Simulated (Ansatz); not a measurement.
# TePb (Fm-3m): zone-centre modes against carrier density, part 2 of 2

Aim: how far do free carriers move the optical modes of TePb (Fm-3m)?

Ansatz 0.2.0; DFT LDA, scalar-relativistic, plane waves, PAW; PAW set soft_1.

So far. Step 4 (Tight relaxation): The forces vanish by symmetry and the pressure is 0.000 GPa, within the tolerances set. The cell now holds 32.47 Å³/atom. Step 5 (Ground state of a member: no carriers): The forces vanish by symmetry.

## 6. Modes of this member: no carriers

The force constants come from the linear response of the density to a displacement.

The zone-centre modes follow for no carriers.

input.yaml

```yaml
crystal:
  lattice:
    - [0.0, 3.1901259334, 3.1901259334]
    - [3.1901259334, 0.0, 3.1901259334]
    - [3.1901259334, 3.1901259334, 0.0]
  atoms:
    - { symbol: Te, position: [0.5, 0.5, 0.5] }
    - { symbol: Pb, position: [0.0, 0.0, 0.0] }
kpoints:
  mp_grid: { grid: [30, 30, 30] }
hamiltonian:
  xc: lda
  pseudopotentials: { kind: paw, azcp: { folder: soft_1 }, xc_functional: pbe }
scf:
  occupations: { method: fermi_dirac, width: 0.03 }
output:
  eigenvalues: true
phonons:
  method: dfpt
```

Command:

```console
$ ansatz run input.yaml --threads 8 --pin off --max-ram 16384MiB --backend cpu --events-out ev --progress --plain --runs-dir out
```

Numbers of over 12 decimals in the logs are rounded to 6 here.

Output:

```text
[...]
Crystal: 2 atoms, lattice volume = 64.931 Å³
Basis set: ecut = 420 eV, 1243 PW (Γ), exchange–correlation on 64×64×64 points (8 copies of the dense FFT grid, shifted against one another)
Bands: 19, of which v1, the nominal top of the filled ones, is band 15 counted from 1 (14 counted from 0)
Symmetry: 48 space group operations
k-points: 1992 of 27000 (irreducible under 8 space group operations, time reversal used)
[...]
SCF iter   1: F=—  HF=-18432.522372 eV  |F-HF|=—  |Δ(HF+E_count)|=         —  Δρ=2.55e-2  dr2=1.14e0  ethr=3.10e-3  ⟨swp⟩=8.1  Hψ=227823  notcnv=0
[...]
SCF iter   9: F=-18432.131795 eV  HF=-18432.131795 eV  |F-HF|=0.00e0  |Δ(HF+E_count)|=  1.35e-10  Δρ=8.76e-8  dr2=3.66e-12  ethr=1.00e-12  ⟨swp⟩=6.0  Hψ=233486  notcnv=0
SCF 1 converged in 9 iterations: F = -18432.131795 eV  dr2 = 3.66e-12
[...]
DFPT response loops at Γ: preconditioner auto → Kerker (q_TF=auto, 2.399 Å⁻¹) (partly filled bands, converged f_vac=0.009); β = 1.00, the filter's whole step (`scf.mixing.beta` (0.50) is not read by the response loops under this deck's `scf.mixing.preconditioner`; to damp them name `kerker` or `kerker_dos`, under which they read `scf.mixing.beta`, and type it under 1.00, their step now; both keys bind the ground state too); Broyden in place of MSR1
SCF converged after 9 iterations
Free energy (F): -18432.131795 eV
[...]
Internal energy: -18432.131795 eV  (E = F + TS)
E sigma→0 (E₀):  -18432.131795 eV
Entropy (-TS):   -0.000000 eV (-0.000 meV/atom)
Fermi energy:    9.341773 eV
[...]
--- Band table (eV; the first three rows and the last of 1992) ---
  k-point 0: bands = [... 11 lower, 3.4107, 7.5833, 7.5833, 7.5833, 13.1015, 13.1015, 13.1015, 14.8275]
  k-point 1: bands = [... 11 lower, 3.3732, 7.5863, 7.5863, 7.6059, 13.0255, 13.0481, 13.0481, 14.7917]
  k-point 2: bands = [... 11 lower, 3.2645, 7.5954, 7.5954, 7.6705, 12.8213, 12.8994, 12.8994, 14.7142]
  k-point 1991: bands = [... 11 lower, 0.8444, 4.9190, 5.0973, 8.5991, 10.6908, 14.0636, 14.4440, 15.7619]
--- Phonons (Γ-DFPT): 2 representative perturbations + reference, on 1992 of 27000 k-points (Σ response iterations 6) ---
  k mesh reduced under 8 symmetry operations, with k and −k counted as one. Each operation leaves every solved perturbation unchanged. A smaller set is not used because it would not reduce the number of displacements times k-points to solve
  ASR residual: 1.224e-4 → 0.000e0 eV/Å²; symmetrization residual: 8.529e-7 eV/Å²
  ASR residual per site (eV/Å²): 2.09e-5 1.22e-4
  Γ frequencies (cm⁻¹): 0.00 0.00 0.00 47.50 47.50 47.50
  non-analytic LO–TO correction: not included (Born effective charges unavailable; polar crystals: no LO–TO splitting at Γ)
```

The job ended after 2.3 min (8 threads of Intel Xeon at 2.70GHz, shared host; peak memory 6.1 GiB).

This step gave:

| Property | Result |
| --- | --- |
| sum-rule residual before enforcement | 1.22e-4 eV/Å² |
| point group | m-3m |
| highest optical mode at the zone centre (no LO-TO term) | 47.5 cm⁻¹ |
| lowest optical zone-centre mode | 47.5 cm⁻¹ |

Without the LO-TO term. Patterns of degenerate modes are one choice out of their space. Modes at Γ, with each element's share of the kinetic energy:

| mode | frequency (cm⁻¹) | symmetry | Te % | Pb % |
| --- | --- | --- | --- | --- |
| 1 | 0.0 | acoustic | 38 | 62 |
| 2 | 0.0 | acoustic | 38 | 62 |
| 3 | 0.0 | acoustic | 38 | 62 |
| 4 | 47.5 | T1u | 62 | 38 |
| 5 | 47.5 | T1u | 62 | 38 |
| 6 | 47.5 | T1u | 62 | 38 |

Displacements in mode 6 (47.5 cm⁻¹), the largest set to 1:
```
Te1  0.00  0.00  1.00
Pb2  0.00  0.00 -0.62
```

The optical mode without the LO-TO term lies at 47.5 cm⁻¹.

## 7. Ground state of a member: 15 × 10²⁰ electrons per cm³

The cell of the neutral crystal is kept with 15 × 10²⁰ electrons per cm³, balanced by a uniform background. The bands are sampled on 30×30×30 points with Fermi-Dirac filling of 0.03 eV.

Changes to input.yaml since step 6:

```diff
@@ -8,2 +8,3 @@
     - { symbol: Pb, position: [0.0, 0.0, 0.0] }
+total_charge: -0.097397
 kpoints:
@@ -16,4 +17,4 @@
 output:
+  forces: true
+  stress: true
   eigenvalues: true
-phonons:
-  method: dfpt
```

Output:

```text
[...]
Crystal: 2 atoms, lattice volume = 64.931 Å³
Basis set: ecut = 420 eV, 1243 PW (Γ)
Bands: 20, of which v1, the nominal top of the filled ones, is band 15 counted from 1 (14 counted from 0)
Symmetry: 48 space group operations
[...]
k-points: 752 of 27000
[...]
k-point 0: bands = [... 11 lower, 3.4077, 7.5598, 7.5598, 7.5598, 13.0838, 13.0838, 13.0838, 14.7908, ... 1 higher]
  k-point 1: bands = [... 11 lower, 3.3702, 7.5628, 7.5628, 7.5826, 13.0070, 13.0303, 13.0303, 14.7540, ... 1 higher]
  k-point 2: bands = [... 11 lower, 3.2609, 7.5718, 7.5718, 7.6475, 12.8011, 12.8811, 12.8811, 14.6749, ... 1 higher]
  k-point 751: bands = [... 11 lower, 0.8420, 4.8900, 5.0687, 8.5758, 10.6726, 14.0269, 14.4103, 15.7405, ... 1 higher]
[key lines of the parts left out:]
SCF converged after 7 iterations
Free energy (F): -18431.161196 eV
Fermi energy:    10.091363 eV
P = ⅓ Tr σ = 0.0679 GPa (0.679 kbar)
```

Wall time 7.4 s (8 threads); peak memory 1 GiB; 47 s of CPU time.

The forces vanish by symmetry.

## 8. Modes of this member: 15 × 10²⁰ electrons per cm³

The zone-centre modes follow for 15 × 10²⁰ electrons per cm³.

Changes to input.yaml since step 7:

```diff
@@ -17,4 +17,4 @@
 output:
-  forces: true
-  stress: true
   eigenvalues: true
+phonons:
+  method: dfpt
```

Output:

```text
[...]
Crystal: 2 atoms, lattice volume = 64.931 Å³
Basis set: ecut = 420 eV, 1243 PW (Γ), exchange–correlation on 64×64×64 points (8 copies of the dense FFT grid, shifted against one another)
Bands: 20, of which v1, the nominal top of the filled ones, is band 15 counted from 1 (14 counted from 0)
Symmetry: 48 space group operations
k-points: 1992 of 27000 (irreducible under 8 space group operations, time reversal used)
[...]
k-point 2: bands = [... 11 lower, 3.2610, 7.5717, 7.5717, 7.6474, 12.8011, 12.8811, 12.8811, 14.6748, ... 1 higher]
  k-point 1991: bands = [... 11 lower, 0.8421, 4.8900, 5.0687, 8.5757, 10.6726, 14.0268, 14.4103, 15.7404, ... 1 higher]
[...]
ASR residual: 7.140e-5 → 0.000e0 eV/Å²; symmetrization residual: 5.453e-6 eV/Å²
  ASR residual per site (eV/Å²): 4.71e-5 7.14e-5
  Γ frequencies (cm⁻¹): 0.00 0.00 0.00 56.29 56.29 56.29
[...]
[key lines of the parts left out:]
SCF converged after 11 iterations
Free energy (F): -18431.161196 eV
Fermi energy:    10.091324 eV
```

It took 2.1 min on 8 threads; peak memory 6.2 GiB.

Numbers from this step:

```
sum-rule residual before enforcement                    : 7.14e-5 eV/Å²
highest optical mode at the zone centre (no LO-TO term) : 56.29 cm⁻¹
lowest optical zone-centre mode                         : 56.29 cm⁻¹
```

Without the LO-TO term. Patterns of degenerate modes are one choice out of their space. Modes at Γ, with each element's share of the kinetic energy:

| mode | frequency (cm⁻¹) | symmetry | Te % | Pb % |
| --- | --- | --- | --- | --- |
| 1 | 0.0 | acoustic | 38 | 62 |
| 2 | 0.0 | acoustic | 38 | 62 |
| 3 | 0.0 | acoustic | 38 | 62 |
| 4 | 56.3 | T1u | 62 | 38 |
| 5 | 56.3 | T1u | 62 | 38 |
| 6 | 56.3 | T1u | 62 | 38 |

The optical mode without the LO-TO term lies at 56.3 cm⁻¹.

For the highest optical mode at the zone centre (no LO-TO term), step 6 gave 47.5 cm⁻¹; this run, with carriers 15 × 10²⁰ cm⁻³, gives 56.3 cm⁻¹ (+19 %).

## 9. A check on a coarser mesh: 2 × 10²⁰ electrons per cm³

To see what the mesh is worth, the run for 2 × 10²⁰ electrons per cm³ is repeated on 24×24×24 points.

Changes to input.yaml since step 8:

```diff
@@ -8,5 +8,5 @@
     - { symbol: Pb, position: [0.0, 0.0, 0.0] }
-total_charge: -0.097397
+total_charge: -0.012986
 kpoints:
-  mp_grid: { grid: [30, 30, 30] }
+  mp_grid: { grid: [24, 24, 24] }
 hamiltonian:
```

Output:

```text
[...]
Crystal: 2 atoms, lattice volume = 64.931 Å³
Basis set: ecut = 420 eV, 1243 PW (Γ), exchange–correlation on 64×64×64 points (8 copies of the dense FFT grid, shifted against one another)
Bands: 20, of which v1, the nominal top of the filled ones, is band 15 counted from 1 (14 counted from 0)
Symmetry: 48 space group operations
k-points: 1063 of 13824 (irreducible under 8 space group operations, time reversal used)
[...]
k-point 2: bands = [... 11 lower, 3.1852, 7.5990, 7.5990, 7.7127, 12.6833, 12.7944, 12.7944, 14.6699, ... 1 higher]
  k-point 1062: bands = [... 11 lower, 0.8359, 5.0027, 5.0027, 8.6589, 10.6158, 14.2519, 14.2519, 15.9519, ... 1 higher]
[...]
ASR residual: 1.342e-4 → 0.000e0 eV/Å²; symmetrization residual: 3.885e-7 eV/Å²
  ASR residual per site (eV/Å²): 6.08e-5 1.34e-4
  Γ frequencies (cm⁻¹): 0.00 0.00 0.00 49.25 49.25 49.25
[...]
[key lines of the parts left out:]
SCF converged after 11 iterations
Free energy (F): -18432.005010 eV
Fermi energy:    9.837700 eV
```

Wall time 68 s (8 threads); peak memory 3.4 GiB.

This step gave:

```
sum-rule residual before enforcement                    : 1.34e-4 eV/Å²
highest optical mode at the zone centre (no LO-TO term) : 49.25 cm⁻¹
lowest optical zone-centre mode                         : 49.25 cm⁻¹
```

The highest mode comes at 49.2 cm⁻¹, against 49.3 cm⁻¹ on 30×30×30 points.

## 10. A check on a coarser mesh: 10 × 10²⁰ electrons per cm³

To see what the mesh is worth, the run for 10 × 10²⁰ electrons per cm³ is repeated on 24×24×24 points.

Changes to input.yaml since step 9:

```diff
@@ -8,3 +8,3 @@
     - { symbol: Pb, position: [0.0, 0.0, 0.0] }
-total_charge: -0.012986
+total_charge: -0.064931
 kpoints:
```

Output:

```text
[...]
Crystal: 2 atoms, lattice volume = 64.931 Å³
Basis set: ecut = 420 eV, 1243 PW (Γ), exchange–correlation on 64×64×64 points (8 copies of the dense FFT grid, shifted against one another)
Bands: 20, of which v1, the nominal top of the filled ones, is band 15 counted from 1 (14 counted from 0)
Symmetry: 48 space group operations
k-points: 1063 of 13824 (irreducible under 8 space group operations, time reversal used)
[...]
k-point 2: bands = [... 11 lower, 3.1829, 7.5864, 7.5864, 7.7005, 12.6719, 12.7844, 12.7844, 14.6485, ... 1 higher]
  k-point 1062: bands = [... 11 lower, 0.8345, 4.9873, 4.9873, 8.6464, 10.6059, 14.2330, 14.2330, 15.9397, ... 1 higher]
[...]
ASR residual: 8.326e-5 → 0.000e0 eV/Å²; symmetrization residual: 5.292e-7 eV/Å²
  ASR residual per site (eV/Å²): 1.56e-5 8.33e-5
  Γ frequencies (cm⁻¹): 0.00 0.00 0.00 53.70 53.70 53.70
[...]
[key lines of the parts left out:]
SCF converged after 10 iterations
Free energy (F): -18431.487930 eV
Fermi energy:    10.032768 eV
```

It took 61 s on 8 threads; peak memory 3.5 GiB; 6.2 min of CPU time.

This step gave:

```
sum-rule residual before enforcement                    : 8.33e-5 eV/Å²
highest optical mode at the zone centre (no LO-TO term) : 53.7 cm⁻¹
lowest optical zone-centre mode                         : 53.7 cm⁻¹
```

The highest mode comes at 53.7 cm⁻¹, against 53.8 cm⁻¹ on 30×30×30 points.

## 11. All members side by side

The members are set side by side, also those not shown above.

Electrons count positive and holes negative; without the LO-TO term; modes are tracked from the neutral crystal by their patterns, and those within 0.3 cm⁻¹ of each other stand once; the cell of the neutral crystal is kept and the atoms are relaxed where symmetry leaves them free; all runs use 30×30×30 k points and Fermi-Dirac smearing of 0.03 eV. Optical modes along the series:

| carriers (10²⁰ cm⁻³) | mode 4 T1u (cm⁻¹) |
| --- | --- |
| 0 | 47.5 |
| 1 | 48.53 |
| 2 | 49.28 |
| 4 | 50.5 |
| 6 | 51.62 |
| 10 | 53.75 |
| 15 | 56.29 |

## 12. Outcome

* members: 7
* mode: mode 4 T1u
* its frequency without carriers: 47.50 cm⁻¹
* its frequency at 15 × 10²⁰ cm⁻³: 56.29 cm⁻¹

In words: At 15 × 10²⁰ electrons per cm³ the optical mode has moved by +8.79 cm⁻¹ from 47.50 cm⁻¹. At 2 and 10 × 10²⁰ cm⁻³ the coarser mesh moves the optical modes by up to 0.05 cm⁻¹, a measure of the error left by the mesh there. The response is adiabatic: the carriers follow the ions at once. Where they cannot, as for a zone-centre mode faster than their scattering, measured shifts differ, and line shapes are not given here. The background stands for dopants without their size, scattering or local bonds, and the cell is that of the neutral crystal, although carriers also change the volume at rest, which would shift the modes as well. In a polar crystal the carriers also screen the field of the longitudinal modes, often the largest effect; only modes without that field are treated here. These are harmonic frequencies of a static lattice, with warm electrons: anharmonic shifts, linewidths and thermal expansion are left out. Spin-orbit coupling is left out, which can matter for the heavy elements here. The PAW files were made for PBE; the program adapts parts of them to the functional of the run, but their partial waves stay those of PBE, an approximation that was not tested in this session. Only the zone centre was solved, so an instability at another wavevector cannot show here.

[Logs are printed without paths, hosts, clocks, repeated set-up lines and the standing remarks that a program may print on its own settings, such as how far it seeks lower states.]

[Hosts, paths, dates, database ids (printed as entryN), source tags and the programs' standing remarks are cut or masked in the printed files.]
